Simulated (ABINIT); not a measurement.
Planning a run of ABINIT 10.8.3 on MgS (F-43m). The input:

```
acell 3*1.0 Angstrom
rprim 
  -0.000000000000 2.833120046800 2.833120046800
  2.833120046800 -0.000000000000 2.833120046800
  2.833120046800 2.833120046800 -0.000000000000
ntypat 2
znucl 12 16
natom 2
typat 1 2
xred 
  0.000000000000 0.000000000000 0.000000000000
  0.750000000000 0.750000000000 0.750000000000
pp_dirpath "pseudos"
pseudos "Mg.upf, S.upf"
ecut 38
ngkpt 4 4 4
nshiftk 1
shiftk 0 0 0
kptopt 1
chksymbreak 0
istwfk *1
occopt 1
irdwfk 1
optdriver 4
nband 26
gwcalctyp 27
ecutsigx 38
symsigma 0
nkptgw 8
kptgw 
  0.0000000000 0.0000000000 0.0000000000
  0.2500000000 0.0000000000 0.0000000000
  0.5000000000 0.0000000000 0.0000000000
  0.2500000000 0.2500000000 0.0000000000
  0.5000000000 0.2500000000 0.0000000000
  -0.2500000000 0.2500000000 0.0000000000
  0.5000000000 0.5000000000 0.0000000000
  -0.2500000000 0.5000000000 0.2500000000
bdgw 
  1 18
  1 18
  1 18
  1 18
  1 18
  1 18
  1 18
  1 18
ecuteps 3.2
irdscr 1
irdqps 1
indata_prefix "in"
outdata_prefix "out"
tmpdata_prefix "tmp"
```

```sh
OMP_NUM_THREADS=1 mpirun -n 4 abinit run.abi > log
```

How long will it take on 4 MPI ranks of Arm Neoverse V2, shared host, and how much memory?

It took 33 s; on shared hardware allow 16 s to 66 s. Peak host memory was 1.4 GiB.

[Paths, hosts, dates, memory and timing lines, banners, echoed tables and standing remarks are left out of the program output.]

[Logs are printed without paths, hosts, clocks, repeated set-up lines and the standing remarks that a program may print on its own settings, such as how far it seeks lower states.]

[Runs of the session that timed out or met a known fault of the program may be left out.]

[Hosts, paths, dates, database ids (printed as entryN), source tags and the programs' standing remarks are cut or masked in the printed files.]

[G0W0 gaps are taken among the corrected bands and points alone; a level outside them can change the order at an edge.]

[Where Ansatz stands beside ABINIT at settings called matched, ABINIT's density can come from a denser mesh and the files from another edition; pairs whose starting gaps differed by over 0.03 eV were left out, so agreement reads better than it is.]
